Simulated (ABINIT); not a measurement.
# Quasiparticle gap of Na2H6Pt (Fm-3m) in ABINIT, part 3 of 3

How does a plane-wave GW calculation on Na2H6Pt (Fm-3m) run from the first input to the gap?

ABINIT 10.8.3; LDA and many-body steps on it, plane waves. Known limits of the many-body steps: not at the basis limit; no spin polarisation; d states lean on the start; no spin-orbit coupling; coarse k mesh.

So far. Step 4 (Empty states on the mesh, 2×2×2 mesh, 92 bands): On this mesh the gap is 3.341 eV. The earlier step found 3.300 eV, so this mesh misses an edge. Step 5 (Screening, 2×2×2 mesh, 84 bands, screening to 106.1 eV): Local fields lower ε∞ by 19 %. On a Γ-centred mesh this coarse the value itself is usually too large, while a short band sum pulls it down.

## 6. Self-energy, 2×2×2 mesh, 84 bands, screening to 106.1 eV

The self-energy is evaluated for the states that the input lists, and the levels follow from it, in one-shot runs by the linearised quasiparticle equation.

This step: G0W0 on LDA, plane waves, norm-conserving pseudopotentials.

File run.abi:

```
acell 3*1.0 Angstrom
rprim 
  0.000000000000 3.629315950000 3.629315950000
  3.629315950000 -0.000000000000 3.629315950000
  3.629315950000 3.629315950000 -0.000000000000
ntypat 3
znucl 11 1 78
natom 9
typat 1 1 2 2 2 2 2 2 3
xred 
  0.750000000000 0.750000000000 0.750000000000
  0.250000000000 0.250000000000 0.250000000000
  0.774464350000 0.774464350000 0.225535650000
  0.225535650000 0.774464350000 0.225535650000
  0.774464350000 0.225535650000 0.225535650000
  0.225535650000 0.225535650000 0.774464350000
  0.774464350000 0.225535650000 0.774464350000
  0.225535650000 0.774464350000 0.774464350000
  0.000000000000 0.000000000000 0.000000000000
pp_dirpath "pseudos"
pseudos "Na.upf, H.upf, Pt.upf"
ecut 38
ngkpt 2 2 2
nshiftk 1
shiftk 0 0 0
kptopt 1
chksymbreak 0
istwfk *1
occopt 1
irdwfk 1
optdriver 4
nband 84
gwcalctyp 0
ecutsigx 38
symsigma 1
nkptgw 3
kptgw 
  0.5000000000 0.0000000000 0.0000000000
  0.5000000000 0.5000000000 0.0000000000
  0.0000000000 0.0000000000 0.0000000000
bdgw 
  20 23
  20 23
  19 24
ecuteps 3.9
irdscr 1
ppmodel 1
indata_prefix "in"
outdata_prefix "out"
tmpdata_prefix "tmp"
```

Command:

```
$ OMP_NUM_THREADS=1 mpirun -n 4 abinit run.abi > log
```

Numbers of over 12 decimals in the logs are rounded to 6 here.

What it wrote:

```text
.Version 10.8.3 of ABINIT. v10.8.2 released Aug 2026.

 Symmetries : space group Fm -3 m (#225); Bravais cF (face-center cubic)
[... echo of the input left out ...]
== DATASET  1 ==================================================================
-   mpi_nproc: 4, omp_nthreads: 1 (-1 if OMP is not activated)

--- !DatasetInfo
iteration_state: {dtset: 1, }
dimensions: {natom: 9, nkpt: 3, mband: 84, nsppol: 1, nspinor: 1, nspden: 1, mpw: 7239, }
cutoff_energies: {ecut:  38.0, pawecutdg:  -1.0, }
electrons: {nelect:   4.20000000E+01, charge:   0.00000000E+00, occopt:   1.00000000E+00, tsmear:   1.00000000E-02, }

 SIGMA: Calculation of the GW corrections

 Based on a program developped by R.W. Godby, V. Olevano, G. Onida, and L. Reining.
 Incorporated in ABINIT by V. Olevano, G.-M. Rignanese, and M. Torrent.
.Using double precision arithmetic ; gwpc =  8

[... cell and pseudopotentials left out ...]
--------------------------------------------------------------------------------

 ==== K-mesh for the wavefunctions ====
 Number of points in the irreducible wedge :     3
[... list of points left out ...]
 Together with 48 symmetry operations and time-reversal symmetry
 yields     8 points in the full Brillouin Zone.

 ==== Q-mesh for screening function ====
 Number of points in the irreducible wedge :     3
[... list of points left out ...]
 Together with 48 symmetry operations and time-reversal symmetry
 yields     8 points in the full Brillouin Zone.

 vcoul_init : cutoff-mode = AUXILIARY_FUNCTION
 q-points for optical limit:   1
     1)      0.000010    0.000020    0.000030
 setmesh: FFT mesh size selected  =    54x   54x   54
          total number of points  =       157464

 Number of electrons calculated from density =   42.0000; Expected =   42.0000
 average of density, n =  0.065095
 r_s =    1.5421
 omega_plasma =   24.6110 [eV]

 === KS Band Gaps ===
  >>>> For spin  1
   Minimum direct gap =   4.1149 [eV], located at k-point      :   0.5000  0.5000  0.0000
   Fundamental gap    =   3.3410 [eV], Top of valence bands at :   0.5000  0.0000  0.0000
                                       Bottom of conduction at :   0.5000  0.5000  0.0000
 SIGMA fundamental parameters:
 PLASMON POLE MODEL  1
 number of plane-waves for SigmaX                 7239
 number of plane-waves for SigmaC and W            259
 number of plane-waves for wavefunctions          7239
 number of bands                                    84
 number of independent spin polarizations            1
 number of spinorial components                      1
 number of k-points in IBZ                           3
 number of q-points in IBZ                           3
 number of symmetry operations                      48
 number of k-points in BZ                            8
 number of q-points in BZ                            8
 number of frequencies for dSigma/dE                 9
 frequency step for dSigma/dE [eV]                0.25
 number of omega for Sigma on real axis              0
 max omega for Sigma on real axis  [eV]           0.00
 zcut for avoiding poles [eV]                     0.10

 EPSILON^-1 parameters (SCR file):
 dimension of the eps^-1 matrix on file            259
 dimension of the eps^-1 matrix used               259
 number of plane-waves for wavefunctions          7239
 number of bands                                    84
 number of q-points in IBZ                           3
 number of frequencies                               2
 number of real frequencies                          1
 number of imag frequencies                          1

 matrix elements of self-energy operator (all in [eV])

 Perturbative Calculation

--- !SelfEnergy_ee
iteration_state: {dtset: 1, }
kpoint     : [   0.500,    0.000,    0.000, ]
spin       : 1
KS_gap     :    5.659
QP_gap     :    8.045
Delta_QP_KS:    2.386
data: !SigmaeeData |
     Band     E0 <VxcDFT>   SigX SigC(E0)      Z dSigC/dE  Sig(E)    E-E0       E
       20   0.268 -12.043 -14.985   2.054   0.817  -0.225 -12.768  -0.725  -0.457
       21   0.268 -12.043 -14.985   2.054   0.817  -0.225 -12.768  -0.725  -0.457
       22   5.927 -13.071  -8.494  -2.577   0.830  -0.205 -11.411   1.660   7.587
       23   5.927 -13.071  -8.494  -2.577   0.830  -0.205 -11.411   1.660   7.587

--- !SelfEnergy_ee
iteration_state: {dtset: 1, }
kpoint     : [   0.500,    0.500,    0.000, ]
spin       : 1
KS_gap     :    4.115
QP_gap     :    6.394
Delta_QP_KS:    2.279
data: !SigmaeeData |
     Band     E0 <VxcDFT>   SigX SigC(E0)      Z dSigC/dE  Sig(E)    E-E0       E
       20  -0.506 -11.507 -14.575   2.081   0.815  -0.227 -12.312  -0.805  -1.311
       21  -0.506 -11.507 -14.575   2.081   0.815  -0.227 -12.312  -0.805  -1.311
       22   3.609 -12.084  -7.961  -2.361   0.837  -0.195 -10.610   1.474   5.083
       23   6.972 -10.590  -5.865  -2.891   0.846  -0.182  -9.038   1.552   8.523

--- !SelfEnergy_ee
iteration_state: {dtset: 1, }
kpoint     : [   0.000,    0.000,    0.000, ]
spin       : 1
KS_gap     :    5.839
QP_gap     :    8.086
Delta_QP_KS:    2.247
data: !SigmaeeData |
     Band     E0 <VxcDFT>   SigX SigC(E0)      Z dSigC/dE  Sig(E)    E-E0       E
       19   0.071 -11.809 -14.794   2.057   0.815  -0.228 -12.566  -0.757  -0.685
       20   0.071 -11.809 -14.794   2.057   0.815  -0.228 -12.566  -0.757  -0.685
       21   0.071 -11.809 -14.794   2.057   0.815  -0.228 -12.566  -0.757  -0.685
       22   5.910  -9.452  -4.524  -3.163   0.845  -0.184  -7.961   1.490   7.401
       23   7.578 -14.647  -9.643  -2.716   0.820  -0.219 -12.770   1.877   9.455
       24   7.578 -14.647  -9.643  -2.716   0.820  -0.219 -12.770   1.877   9.455

 New Fermi energy :        8.498530E-02 Ha ,    2.312568E+00 eV

 === QP Band Gaps ===
  >>>> For spin  1
   Minimum direct gap =   6.3936 [eV], located at k-point      :   0.5000  0.5000  0.0000
   Fundamental gap    =   5.5401 [eV], Top of valence bands at :   0.5000  0.0000  0.0000
                                       Bottom of conduction at :   0.5000  0.5000  0.0000

== END DATASET(S) ==============================================================
================================================================================

 -outvars: echo values of variables after computation  --------
           etotal      0.0000000000E+00
            nband          84
             nkpt           3
          spgroup         225
 [... the other variables as echoed above ...]

 Calculation completed.
```

The job ended after 7.2 s (4 MPI ranks of Intel Xeon Platinum 8488C (Sapphire Rapids), shared host; peak memory 0.91 GiB; 28 s of CPU time).

This step gave:

* G0W0 gap on the points computed: 5.54 eV
* starting gap on the mesh: 3.341 eV
* k of the valence top: 0.5, 0, 0
* k of the conduction bottom: 0.5, 0.5, 0
* Z at the valence top: 0.817
* Z at the conduction bottom: 0.837
* least direct G0W0 gap on the computed points: 6.394 eV

The gap on the mesh goes from 3.34 eV to 5.54 eV, a correction of +2.20 eV. The start differs from the 3.30 eV found before because the two sample other k points.

Limits: finite bands, cutoff and mesh; no spin polarisation; d states lean on the start; no spin-orbit coupling; coarse k mesh. v1 is the top filled band, c1 the lowest empty one. Levels before and after the correction, in eV, zero at the valence-band top of each column:

```tsv
	conduction bottom	valence top
Kohn-Sham	3.34	0.00
G0W0	5.54	0.00
```

```tsv
	level	energy (eV)
Kohn-Sham	(0.5 0 0) v2-v1	0.000
Kohn-Sham	(0.5 0 0) c1-c2	5.659
Kohn-Sham	(0.5 0.5 0) v2-v1	-0.774
Kohn-Sham	(0.5 0.5 0) c1	3.341
Kohn-Sham	(0.5 0.5 0) c2	6.704
G0W0	(0.5 0 0) v2-v1	0.000
G0W0	(0.5 0 0) c1-c2	8.044
G0W0	(0.5 0.5 0) v2-v1	-0.854
G0W0	(0.5 0.5 0) c1	5.540
G0W0	(0.5 0.5 0) c2	8.980
```

## 7. Where the time went

Times are wall times on 4 MPI ranks of Intel Xeon Platinum 8488C (Sapphire Rapids), shared host, good to a factor of about two.

```tsv
step	time	share	memory (GiB)
ground state	42 s	38 %	0.47
bands along the symmetry lines	31 s	28 %	0.42
empty states on the mesh	21 s	19 %	0.38
screening	10 s	9 %	1.1
self-energy	7.2 s	6 %	0.91
```

## 8. Results

| Property | Result |
| --- | --- |
| LDA gap | 3.28 eV, indirect |
| G0W0 gap on the mesh | 5.54 eV |
| G0W0 gap over the zone (rigid shift) | 5.48 eV |
| GW settings | 2×2×2 mesh, 84 bands, screening to 106.1 eV, Godby-Needs plasmon pole |
| known limits | not at the basis limit; no spin polarisation; d states lean on the start; no spin-orbit coupling; coarse k mesh |

**Reading.** G0W0 moves the gap on the mesh from 3.34 eV to 5.54 eV (+2.20 eV), with Z of 0.82 and 0.84 at the edges. The mesh misses the band edges by 0.06 eV in all; a rigid shift gives 5.48 eV for the zone. Local fields lower the RPA ε∞ on this mesh from 5.10 to 4.10; a Γ-centred mesh this coarse tends to raise both, most where the direct gap is narrow, while a short band sum lowers them. Bands and cutoff are finite, so the gap is not at the basis limit. The miss can reach some tenths of an eV and take either sign; the mesh is an error of its own. A denser mesh or path gives a starting gap of 3.28 eV: the GW mesh misses a band edge, so its gaps are not the fundamental one. The 2×2×2 mesh is coarse for this cell, which bears on the long-range parts of exchange and screening. The runs have no spin polarisation. For a closed low-spin shell that is the natural state; where a d or f shell is open it is a constraint, and the gap is then not the crystal's own. With d states at the gap, one-shot GW leans hard on its start. The many-body steps are scalar-relativistic: spin-orbit coupling is not in them.

[Paths, hosts, dates, memory and timing lines, banners, echoed tables and standing remarks are left out of the program output.]

[Logs are printed without paths, hosts, clocks, repeated set-up lines and the standing remarks that a program may print on its own settings, such as how far it seeks lower states.]

[Runs of the session that timed out or met a known fault of the program may be left out.]

[Hosts, paths, dates, database ids (printed as entryN), source tags and the programs' standing remarks are cut or masked in the printed files.]

[G0W0 gaps are taken among the corrected bands and points alone; a level outside them can change the order at an edge.]

[Where Ansatz stands beside ABINIT at settings called matched, ABINIT's density can come from a denser mesh and the files from another edition; pairs whose starting gaps differed by over 0.03 eV were left out, so agreement reads better than it is.]
